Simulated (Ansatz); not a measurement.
# Au wire along [100], 7 atoms a period: bands by functional and under strain, part 3 of 3

What gap, if any, does the Au wire along [100], 7 atoms a period have, and how does it change with the functional and under strain?

Ansatz 0.2.0; DFT PBE, plane waves, PAW; relaxation of a wire's period (the session's first sound run).

So far. Step 5 (Another level of theory, level PBEsol, cutoff 420 eV): Bands cross the Fermi level, as under PBE at the relaxed period. Step 6 (Levels at the same atoms, level r2SCAN, cutoff 500 eV): Bands cross the Fermi level, as under PBE at the relaxed period.

## Step 7: Two-component spinors

This step: DFT PBE, plane waves, fully relativistic PAW; bands of a perfect wire with spin-orbit coupling (Ansatz 0.2.0).

Spin-orbit coupling mixes the spins and splits bands that cross or touch without it, so it can open or close channels. Fully relativistic datasets take the place of the scalar ones. Against the first PBE run of this kind, the mesh along the wire has 12 points against 18.

The input, input.yaml:

```yaml
crystal:
  lattice:
    - [10.96, 0.0, 0.0]
    - [0.0, 10.96, 0.0]
    - [0.0, 0.0, 4.4666465026]
  atoms:
    - { symbol: Au, position: [0.362051281, 0.671025884, 0.0] }
    - { symbol: Au, position: [0.5, 0.440987258, 0.0] }
    - { symbol: Au, position: [0.637948719, 0.671025884, 0.0] }
    - { symbol: Au, position: [0.361202267, 0.524651599, 0.5] }
    - { symbol: Au, position: [0.5, 0.305081085, 0.5] }
    - { symbol: Au, position: [0.5, 0.742138734, 0.5] }
    - { symbol: Au, position: [0.638797733, 0.524651599, 0.5] }
kpoints:
  mp_grid: { grid: [1, 1, 12] }
  band_path: { path: ["Γ", Z], npoints: 50 }
scf:
  occupations: { method: fermi_dirac, width: 0.05 }
hamiltonian:
  xc: pbe
  pseudopotentials: { kind: paw_fr }
magnetization:
  noncollinear: true
  spin_orbit: true
```

The run is started by

```sh
$ ansatz run input.yaml --threads 8 --pin off --max-ram 16384MiB --backend cpu --events-out ev --progress --plain --runs-dir out
```

Numbers of over 12 decimals in the logs are rounded to 6 here.

The program printed:

```text
[...]
non-collinear run that drives no moment, with spin-orbit: no starting moment large enough to seed its density (crystal.atoms[].spin), no starting occupations that ask for one, no magnetisation constraint and no magnetic field, so the semilocal B_xc is pinned to zero
Crystal: 7 atoms, lattice volume = 536.541 Å³
Basis set: ecut = 420 eV, 10503 PW (Γ)
Bands: 160, of which v1, the nominal top of the filled ones, is band 133 counted from 1 (132 counted from 0)
Symmetry: 4 space group operations + 4 with time reversal
[...]
k-points: 7 of 12
Projection manifold: j_resolved (fully-relativistic pseudo-atomic orbitals)
[...]
SCF iter   1: F=—  HF=-92303.534315 eV  |F-HF|=—  |Δ(HF+E_count)|=         —  Δρ=2.70e-2  dr2=4.56e0  dr2_m=0.00e0 (ungated)  ethr=3.10e-3  |M|=0.00e0 ∫|m|=0.00e0 μB  |m|>n=0.0e0 m-floor=0.0e0 τ_xc=0.0e0  β_m=1.00  ⟨swp⟩=8.1  Hψ=5442  notcnv=0  defer=83
[...]
spin=Noncollinear: LDOS preconditioning applied to the charge; magnetization (m_x, m_y, m_z) channels mix plain (no charge-response kernel on spin).
SCF iter   2: F=—  HF=-92304.047860 eV  |F-HF|=—  |Δ(HF+E_count)|=   5.14e-1  Δρ=3.04e-2  dr2=5.78e0  dr2_m=0.00e0 (ungated)  ethr=3.10e-3  |M|=0.00e0 ∫|m|=0.00e0 μB  |m|>n=0.0e0 m-floor=0.0e0 τ_xc=0.0e0  β_m=0.64  ⟨swp⟩=3.7  Hψ=2858  notcnv=0  defer=112
[...]
SCF iter  12: F=-92302.244345 eV  HF=-92302.244345 eV  |F-HF|=4.98e-9  |Δ(HF+E_count)|=   1.24e-8  Δρ=1.59e-6  dr2=2.19e-8  dr2_m=0.00e0 (ungated)  ethr=7.52e-11  |M|=0.00e0 ∫|m|=0.00e0 μB  |m|>n=0.0e0 m-floor=0.0e0 τ_xc=0.0e0  ⟨swp⟩=3.0  Hψ=2382  notcnv=0
SCF 1 converged in 12 iterations: F = -92302.244345 eV  dr2 = 2.19e-8
[...]
SCF converged after 12 iterations
Magnetization: |M| = 0.0000 μB,  M = (+0.0000, +0.0000, +0.0000) μB
Absolute magnetization: 0.0000 μB (∫|m|)
  site 0: m = (+0.0000, +0.0000, +0.0000) μB, |m| = 0.0000 μB  (R = 1.13 Å)
  site 1: m = (+0.0000, +0.0000, +0.0000) μB, |m| = 0.0000 μB  (R = 1.11 Å)
  site 2: m = (+0.0000, +0.0000, +0.0000) μB, |m| = 0.0000 μB  (R = 1.13 Å)
  site 3: m = (+0.0000, +0.0000, +0.0000) μB, |m| = 0.0000 μB  (R = 1.13 Å)
  site 4: m = (+0.0000, +0.0000, +0.0000) μB, |m| = 0.0000 μB  (R = 1.11 Å)
  site 5: m = (+0.0000, +0.0000, +0.0000) μB, |m| = 0.0000 μB  (R = 1.16 Å)
  site 6: m = (+0.0000, +0.0000, +0.0000) μB, |m| = 0.0000 μB  (R = 1.13 Å)
Free energy (F): -92302.244345 eV
[...]
Internal energy: -92302.216958 eV  (E = F + TS)
E sigma→0 (E₀):  -92302.230651 eV
Entropy (-TS):   -0.027387 eV (-3.912 meV/atom)
Fermi energy:    0.668867 eV
[...]
--- Band table (eV; the first three rows and the last of 7) ---
  k-point 0: bands = [... 129 lower, -0.4903, -0.2206, -0.2206, 0.6299, 0.6299, 1.3878, 1.3878, 2.0011, ... 23 higher]
  k-point 1: bands = [... 129 lower, -0.4681, -0.3129, -0.2939, 0.6710, 0.6722, 1.4701, 1.4795, 2.0786, ... 23 higher]
  k-point 2: bands = [... 129 lower, -0.5299, -0.3894, -0.3719, 0.8013, 0.8064, 1.7165, 1.7336, 1.9324, ... 23 higher]
  k-point 6: bands = [... 129 lower, -0.5511, 0.1125, 0.1125, 0.7672, 0.7672, 0.8161, 0.8161, 1.0442, ... 23 higher]
```

The job ended after 50 s (8 threads of AMD EPYC 9R45, shared host; peak memory 8.9 GiB).

This step gave:

- energy at zero smearing: -92302.2307 eV

The electronic bands at the labelled points (eV, zero at the Fermi level):

```csv
point,band 131,band 132,band 133,band 134,band 135,band 136,band 137,band 138
Γ,-0.89,-0.89,-0.04,-0.04,0.72,0.72,1.33,1.33
halfway,-0.97,-0.92,0.19,0.19,0.39,0.50,1.46,1.47
Z,-0.56,-0.56,0.10,0.10,0.15,0.15,0.38,0.38
```

Bands cross the Fermi level, as under PBE at the relaxed period, with no moment.

## Step 8: At a strained period, period over the relaxed period 1.1

This step: DFT PBE, plane waves, PAW; relaxation at a fixed period (Ansatz 0.2.0).

The period is set to 1.1 times the relaxed one and the atoms relax within it: strain changes bond lengths and angles, which shifts the bands against each other. Against the first PBE run of this kind, the mesh along the wire has 13 points against 18.

The cell differs from the one that the last finished run ended in (c 4.467 → 4.913 Å).

Changes to input.yaml since step 7:

```diff
@@ -4,3 +4,3 @@
     - [0.0, 10.96, 0.0]
-    - [0.0, 0.0, 4.4666465026]
+    - [0.0, 0.0, 4.9133111528]
   atoms:
@@ -14,3 +14,3 @@
 kpoints:
-  mp_grid: { grid: [1, 1, 12] }
+  mp_grid: { grid: [1, 1, 13] }
   band_path: { path: ["Γ", Z], npoints: 50 }
@@ -20,5 +20,6 @@
   xc: pbe
-  pseudopotentials: { kind: paw_fr }
-magnetization:
-  noncollinear: true
-  spin_orbit: true
+relax:
+  max_steps: 40
+  f_tol: 0.02
+output:
+  stress: true
```

The program printed:

```text
Warning: output.stress: scf.convergence.dr2_threshold = 1e-7 eV (the SCF's general default) is looser than the 7e-10 eV advised for a printed stress (1e-10 eV for each atom of the cell: 7). What an SCF threshold leaves in a stress goes as its square root, and in the free energy as the threshold itself, and one threshold admits the most on a small cell: [figures from the program's tests cut] Every solve of this run an [...]
[...]
Crystal: 7 atoms, lattice volume = 590.195 Å³
Basis set: ecut = 420 eV, 11521 PW (Γ), exchange–correlation on 150×150×72 points (8 copies of the dense FFT grid, shifted against one another)
Bands: 80, of which v1, the nominal top of the filled ones, is band 67 counted from 1 (66 counted from 0)
Symmetry: 4 space group operations
[...]
k-points: 7 of 13
[...]
SCF iter   1: F=—  HF=-92039.487012 eV  |F-HF|=—  |Δ(HF+E_count)|=         —  Δρ=2.61e-3  dr2=1.26e-1  ethr=1.77e-3  ⟨swp⟩=7.1  Hψ=2289  notcnv=0  defer=5
[...]
SCF iter   6: F=-92039.479184 eV  HF=-92039.479183 eV  |F-HF|=8.96e-7  |Δ(HF+E_count)|=   6.77e-7  Δρ=1.44e-5  dr2=1.21e-6  ethr=7.52e-9  ⟨swp⟩=5.0  Hψ=1852  notcnv=0
SCF 1 converged in 6 iterations: F = -92039.479184 eV  dr2 = 1.21e-6
[...]
relax step   1: F+E_penalty+E_count = -92039.47918362 eV  Δ(F+E_penalty+E_count) = +0.000e0 eV  max|allowed force component| = 1.026e0 eV/Å  Δτ_max = 0.0000 Å  (6 SCF iters, dr2 threshold 1.00e-5 eV, accepted)
[...]
SCF iter   6: F=-92039.712667 eV  HF=-92039.712667 eV  |F-HF|=1.70e-7  |Δ(HF+E_count)|=   1.76e-6  Δρ=1.56e-5  dr2=1.21e-6  ethr=1.27e-8  ⟨swp⟩=4.0  Hψ=1732  notcnv=0
SCF 2 converged in 6 iterations: F = -92039.712667 eV  dr2 = 1.21e-6
relax step   2: F+E_penalty+E_count = -92039.71266740 eV  Δ(F+E_penalty+E_count) = -2.335e-1 eV  max|allowed force component| = 8.324e-1 eV/Å  Δτ_max = 0.1959 Å  (6 SCF iters, dr2 threshold 6.58e-5 eV, accepted)
SCF iter   1: F=—  HF=-92039.783322 eV  |F-HF|=—  |Δ(HF+E_count)|=         —  Δρ=1.66e-3  dr2=1.43e-2  ethr=1.04e-4  ⟨swp⟩=5.0  Hψ=1525  notcnv=0  defer=43
[...]
SCF iter   5: F=-92039.779723 eV  HF=-92039.779723 eV  |F-HF|=2.94e-7  |Δ(HF+E_count)|=   2.01e-5  Δρ=1.48e-5  dr2=1.17e-6  ethr=3.26e-8  ⟨swp⟩=5.0  Hψ=1852  notcnv=0
SCF 3 converged in 5 iterations: F = -92039.779723 eV  dr2 = 1.17e-6
relax step   3: F+E_penalty+E_count = -92039.77972320 eV  Δ(F+E_penalty+E_count) = -6.706e-2 eV  max|allowed force component| = 7.422e-2 eV/Å  Δτ_max = 0.0692 Å  (5 SCF iters, dr2 threshold 4.33e-5 eV, accepted)
[...]
relax step   4: F+E_penalty+E_count = -92039.78298623 eV  Δ(F+E_penalty+E_count) = -3.263e-3 eV  max|allowed force component| = 2.446e-2 eV/Å  Δτ_max = 0.0215 Å  (6 SCF iters, accepted)
[...]
relax step   5: F+E_penalty+E_count = -92039.78319876 eV  Δ(F+E_penalty+E_count) = -2.125e-4 eV  max|allowed force component| = 3.361e-2 eV/Å  Δτ_max = 0.0124 Å  (6 SCF iters, accepted)
SCF iter   1: F=—  HF=-92039.783857 eV  |F-HF|=—  |Δ(HF+E_count)|=         —  Δρ=1.49e-4  dr2=1.35e-4  ethr=6.82e-7  ⟨swp⟩=3.0  Hψ=1194  notcnv=0  defer=43
[...]
SCF iter   5: F=-92039.783406 eV  HF=-92039.783406 eV  |F-HF|=2.85e-9  |Δ(HF+E_count)|=   3.32e-8  Δρ=1.60e-6  dr2=2.29e-8  ethr=7.52e-11  ⟨swp⟩=5.0  Hψ=1971  notcnv=0
SCF 6 converged in 5 iterations: F = -92039.783406 eV  dr2 = 2.29e-8
relax step   6: F+E_penalty+E_count = -92039.78340614 eV  Δ(F+E_penalty+E_count) = -2.074e-4 eV  max|allowed force component| = 3.151e-3 eV/Å  Δτ_max = 0.0052 Å  (5 SCF iters, accepted)
[...]
the band table was solved once a step of the walk had ended and its energy, with any forces and stress, was formed, with the checks that follow a solve (2917 applications of the Hamiltonian). They found nothing against the state; the energy, forces and stress were not computed again (output.eigenvalues in the input reference)
[...]
SCF converged after 5 iterations
Free energy (F): -92039.783406 eV
[...]
Internal energy: -92039.759846 eV  (E = F + TS)
E sigma→0 (E₀):  -92039.771626 eV
Entropy (-TS):   -0.023560 eV (-3.366 meV/atom)
Fermi energy:    0.036912 eV
[...]
--- Forces (eV/Å), atoms counted from 1 ---
  atom   1  Au     0.00102617     0.00073770     0.00000000
  atom   2  Au     0.00000000     0.00064612     0.00000000
  atom   3  Au    -0.00102617     0.00073770     0.00000000
  atom   4  Au    -0.00254791    -0.00015831     0.00000000
  atom   5  Au     0.00000000    -0.00314690     0.00000000
  atom   6  Au     0.00000000     0.00137207     0.00000000
  atom   7  Au     0.00254791    -0.00015831     0.00000000
  max |Σ_I F_I| component: 3.01e-5 eV/Å
--- Stress (GPa, compression-positive) ---
        0.033474       0.000000       0.000000
        0.000000       0.072998       0.000000
        0.000000       0.000000      -2.009018
  P = ⅓ Tr σ = -0.6342 GPa (-6.342 kbar)
--- Band table (eV; the first three rows and the last of 7) ---
  k-point 0: bands = [... 63 lower, -1.2512, -1.2468, -0.9447, 0.5096, 1.3297, 1.8242, 2.5326, 3.4145, ... 9 higher]
  k-point 1: bands = [... 63 lower, -1.2881, -1.2373, -0.9208, 0.5350, 1.3878, 1.8169, 1.9230, 3.5859, ... 9 higher]
  k-point 2: bands = [... 63 lower, -1.3576, -1.2104, -0.8515, 0.5931, 0.9460, 1.5567, 2.0241, 3.2264, ... 9 higher]
  k-point 6: bands = [... 63 lower, -1.3226, -1.2254, -0.6189, 0.0119, 0.1900, 0.5905, 1.7837, 3.0579, ... 9 higher]
--- Relaxed structure (6 steps of the walk, 6 accepted, 0 SCFs on fresh bases) ---
  F+E_penalty+E_count = -92039.78340614 eV   max|allowed force component| = 3.151e-3 eV/Å
  atoms:
    - { symbol: Au, position: [0.370196, 0.657595, 0.0] }
    - { symbol: Au, position: [0.5, 0.433878, 0.0] }
    - { symbol: Au, position: [0.629804, 0.657595, 0.0] }
    - { symbol: Au, position: [0.360374, 0.533538, 0.5] }
    - { symbol: Au, position: [0.5, 0.325133, 0.5] }
    - { symbol: Au, position: [0.5, 0.738285, 0.5] }
    - { symbol: Au, position: [0.639626, 0.533538, 0.5] }
```

Elapsed: 11 s, on 8 threads; peak memory 2.7 GiB.

Step by step:

```csv
step,energy less that of the first step (eV),largest force component (eV/Å)
1,0.0000,1.0262
2,-0.2335,0.8324
3,-0.3005,0.0742
4,-0.3038,0.0245
5,-0.3040,0.0336
6,-0.3042,0.0032
```

Forces are held to the 4 operations that the run works with; a distortion that breaks them can't arise in this run.

The atoms that moved most (Å):

```csv
atom,dx,dy,dz,length
Au5,0.000,0.220,0.000,0.220
Au1,0.089,-0.147,0.000,0.172
Au3,-0.089,-0.147,0.000,0.172
Au7,0.009,0.097,0.000,0.098
Au4,-0.009,0.097,0.000,0.098
Au2,0.000,-0.078,0.000,0.078
Au6,0.000,-0.042,0.000,0.042
```

Final coordinates:

```
Au
1.0
    10.96000    0.00000    0.00000
     0.00000   10.96000    0.00000
     0.00000    0.00000    4.91331
Au
7
Direct
  0.37020 0.65759 0.00000
  0.50000 0.43388 0.00000
  0.62980 0.65759 0.00000
  0.36037 0.53354 0.50000
  0.50000 0.32513 0.50000
  0.50000 0.73828 0.50000
  0.63963 0.53354 0.50000
```

Numbers from this step:

* energy at zero smearing: -92039.7716 eV

The electronic bands at the labelled points (eV, zero at the Fermi level):

| point | band 63 | band 64 | band 65 | band 66 | band 67 | band 68 | band 69 | band 70 |
| --- | --- | --- | --- | --- | --- | --- | --- | --- |
| Γ | -1.57 | -1.29 | -1.28 | -0.98 | 0.47 | 1.29 | 1.79 | 2.50 |
| halfway | -1.53 | -1.36 | -1.19 | -0.74 | -0.21 | 0.83 | 1.82 | 2.00 |
| Z | -1.44 | -1.35 | -1.26 | -0.56 | 0.02 | 0.11 | 0.39 | 1.82 |

Bands cross the Fermi level, as under PBE at the relaxed period.

## Step 9: Strain along the wire, period over the relaxed period 1.06

The period is set to 1.06 times the relaxed one and the atoms relax within it: strain changes bond lengths and angles, which shifts the bands against each other. Against the first PBE run of this kind, the mesh along the wire has 13 points against 18.

The cell differs from the one that the last finished run ended in (c 4.913 → 4.735 Å).

Changes to input.yaml since step 8:

```diff
@@ -4,3 +4,3 @@
     - [0.0, 10.96, 0.0]
-    - [0.0, 0.0, 4.9133111528]
+    - [0.0, 0.0, 4.7346452927]
   atoms:
```

The program printed:

```text
[...]
Crystal: 7 atoms, lattice volume = 568.733 Å³
Basis set: ecut = 420 eV, 11007 PW (Γ), exchange–correlation on 150×150×64 points (8 copies of the dense FFT grid, shifted against one another)
Bands: 80, of which v1, the nominal top of the filled ones, is band 67 counted from 1 (66 counted from 0)
Symmetry: 4 space group operations
[...]
F+E_penalty+E_count = -92040.00815967 eV   max|allowed force component| = 9.948e-3 eV/Å
  atoms:
    - { symbol: Au, position: [0.366639, 0.662892, 0.0] }
    - { symbol: Au, position: [0.5, 0.438775, 0.0] }
    - { symbol: Au, position: [0.633361, 0.662892, 0.0] }
    - { symbol: Au, position: [0.358624, 0.529625, 0.5] }
    - { symbol: Au, position: [0.5, 0.319474, 0.5] }
    - { symbol: Au, position: [0.5, 0.736278, 0.5] }
    - { symbol: Au, position: [0.641376, 0.529625, 0.5] }
[key lines of the parts left out:]
SCF converged after 3 iterations
Free energy (F): -92040.008160 eV
Fermi energy:    0.365569 eV
P = ⅓ Tr σ = -0.3978 GPa (-3.978 kbar)
```

Elapsed: 9.8 s, on 8 threads; peak memory 2.7 GiB.

Step by step:

```csv
step,energy less that of the first step (eV),largest force component (eV/Å)
1,0.0000,0.7236
2,-0.0281,0.9300
3,-0.1355,0.0741
4,-0.1369,0.1277
5,-0.1388,0.0100
6,-0.1388,0.0099
```

Forces are held to the 4 operations that the run works with; a distortion that breaks them can't arise in this run.

The atoms that moved most (Å):

| atom | dx | dy | dz | length |
| --- | --- | --- | --- | --- |
| Au5 | 0.000 | 0.158 | 0.000 | 0.158 |
| Au1 | 0.050 | -0.089 | 0.000 | 0.102 |
| Au3 | -0.050 | -0.089 | 0.000 | 0.102 |
| Au6 | 0.000 | -0.064 | 0.000 | 0.064 |
| Au7 | 0.028 | 0.055 | 0.000 | 0.061 |
| Au4 | -0.028 | 0.055 | 0.000 | 0.061 |
| Au2 | 0.000 | -0.024 | 0.000 | 0.024 |

Final coordinates:

```xyz
7
Lattice="10.9600 0.0000 0.0000 0.0000 10.9600 0.0000 0.0000 0.0000 4.7346" Properties=species:S:1:pos:R:3
Au    4.0184    7.2653    0.0000
Au    5.4800    4.8090    0.0000
Au    6.9416    7.2653    0.0000
Au    3.9305    5.8047    2.3673
Au    5.4800    3.5014    2.3673
Au    5.4800    8.0696    2.3673
Au    7.0295    5.8047    2.3673
```

Numbers from this step:

```
energy at zero smearing : -92040.0000 eV
```

The electronic bands at the labelled points (eV, zero at the Fermi level):

| point | band 64 | band 65 | band 66 | band 67 | band 68 | band 69 | band 70 | band 71 |
| --- | --- | --- | --- | --- | --- | --- | --- | --- |
| Γ | -1.47 | -1.23 | -1.21 | 0.22 | 0.99 | 1.55 | 2.68 | 3.46 |
| halfway | -1.52 | -1.39 | -0.97 | -0.13 | 0.62 | 1.62 | 2.00 | 2.47 |
| Z | -1.47 | -1.46 | -0.64 | -0.03 | 0.01 | 0.30 | 1.75 | 2.80 |

Bands cross the Fermi level, as under PBE at the relaxed period.

## Step 10: A repeat with changed settings

This step: DFT LDA, plane waves, PAW; bands of a perfect wire at the PBE geometry; changed: accuracy = [1, 2], scf.max_iter = 60 (Ansatz 0.2.0).

The input of the band run (LDA) is made doubtful on purpose.

Changes to input.yaml since step 9:

```diff
@@ -4,3 +4,3 @@
     - [0.0, 10.96, 0.0]
-    - [0.0, 0.0, 4.7346452927]
+    - [0.0, 0.0, 4.4666465026]
   atoms:
@@ -14,3 +14,3 @@
 kpoints:
-  mp_grid: { grid: [1, 1, 13] }
+  mp_grid: { grid: [1, 1, 14] }
   band_path: { path: ["Γ", Z], npoints: 50 }
@@ -18,8 +18,5 @@
   occupations: { method: fermi_dirac, width: 0.05 }
+  max_iter: 60
 hamiltonian:
-  xc: pbe
-relax:
-  max_steps: 40
-  f_tol: 0.02
-output:
-  stress: true
+  xc: lda
+accuracy: [1, 2]
```

The program printed:

```text
Error: YAML parse error: error: line 22 column 11: expected string scalar
  --> <input>:22:11
   |
20 | hamiltonian:
21 |   xc: lda
22 | accuracy: [1, 2]
   |           ^ expected string scalar
```

The job ended after 0.02 s (8 threads; peak memory 0.029 GiB).

The program refused the input before any cycle.

The program's message: “Error: YAML parse error: error: line 22 column 11: expected string scalar”

The change that led to it: accuracy = [1, 2].

## Step 11: Summary of results

| Quantity | Value |
| --- | --- |
| cell length, PBE | 4.467 Å |
| conductance, PBE | 2.55 G₀ |
| gap, period scaled by 1.1 | none |
| gap, period scaled by 1.06 | none |

Under PBE the cell's length is 4.47 Å, and it is a metal with 2 channels a spin next to the Fermi level, 2.55 G₀ at 300 K. A perfect wire passes every open channel, so the conductance counts half a G₀ for each forward-moving state at the Fermi level, spin by spin; the value here is no such multiple, since a band edge lies within the thermal window. Transport is coherent and elastic here: the atoms are frozen, so scattering by vibrations plays no part.

[Logs are printed without paths, hosts, clocks, repeated set-up lines and the standing remarks that a program may print on its own settings, such as how far it seeks lower states.]

[Hosts, paths, dates, database ids (printed as entryN), source tags and the programs' standing remarks are cut or masked in the printed files.]
